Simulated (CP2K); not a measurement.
Consider 2-methylthiazole at its PBE geometry (Å).

```xyz
11

C     1.9619    0.0136    0.1257
C     0.4694    0.0254    0.0210
N    -0.3144   -0.9214    0.4844
C    -1.6385   -0.6358    0.2367
C    -1.8831    0.5413   -0.4243
S    -0.3952    1.3348   -0.7535
H     2.2680   -0.9097    0.6306
H     2.3351    0.8711    0.7031
H     2.4366    0.0480   -0.8649
H    -2.4048   -1.3343    0.5662
H    -2.8350    0.9668   -0.7251
```

Method: CP2K XAS_TDP, all-electron GAPW, PBEh(45%), aug-cc-pVDZ, TDA, GW2X-corrected core level, ZORA, spin–orbit coupling.

**Question.** Where do the S L₂,₃-edge lines lie, and how strong are they?

Leading lines: S6 167.70 eV. The leading line of an atom is its first one with 35 % of the strongest within 2.5 eV of its lowest line over the strength cut. Core ionisation energies at this level: S6 171.26/171.35/172.42 eV; the 2p½ level lies 1.11 eV above the 2p3/2 pair.

The first six lines of each atom with a strength over 0.0003:

```tsv
atom	energy (eV)	states	strength, one atom	above the computed threshold
S6 (bonded to 2 C)	167.27	1	0.0005	
	167.36	1	0.0003	
	167.38	1	0.0016	
	167.70	1	0.0019	
	168.44	3	0.0014	
	168.80	1	0.0040
```

Lines are vertical, at one geometry, with no vibrational structure. GW2X ionisation energies and lines can be off by 1 to 2 eV either way, and a good line position may hide errors that cancel. Rydberg lines, and the discretised continuum above threshold, depend on the basis and the box.

[Banner, clock and machine lines of the logs are left out without a mark of their own.]

[Logs are printed without paths, hosts, clocks, repeated set-up lines and the standing remarks that a program may print on its own settings, such as how far it seeks lower states.]

[Hosts, paths, dates, database ids (printed as entryN), source tags and the programs' standing remarks are cut or masked in the printed files.]
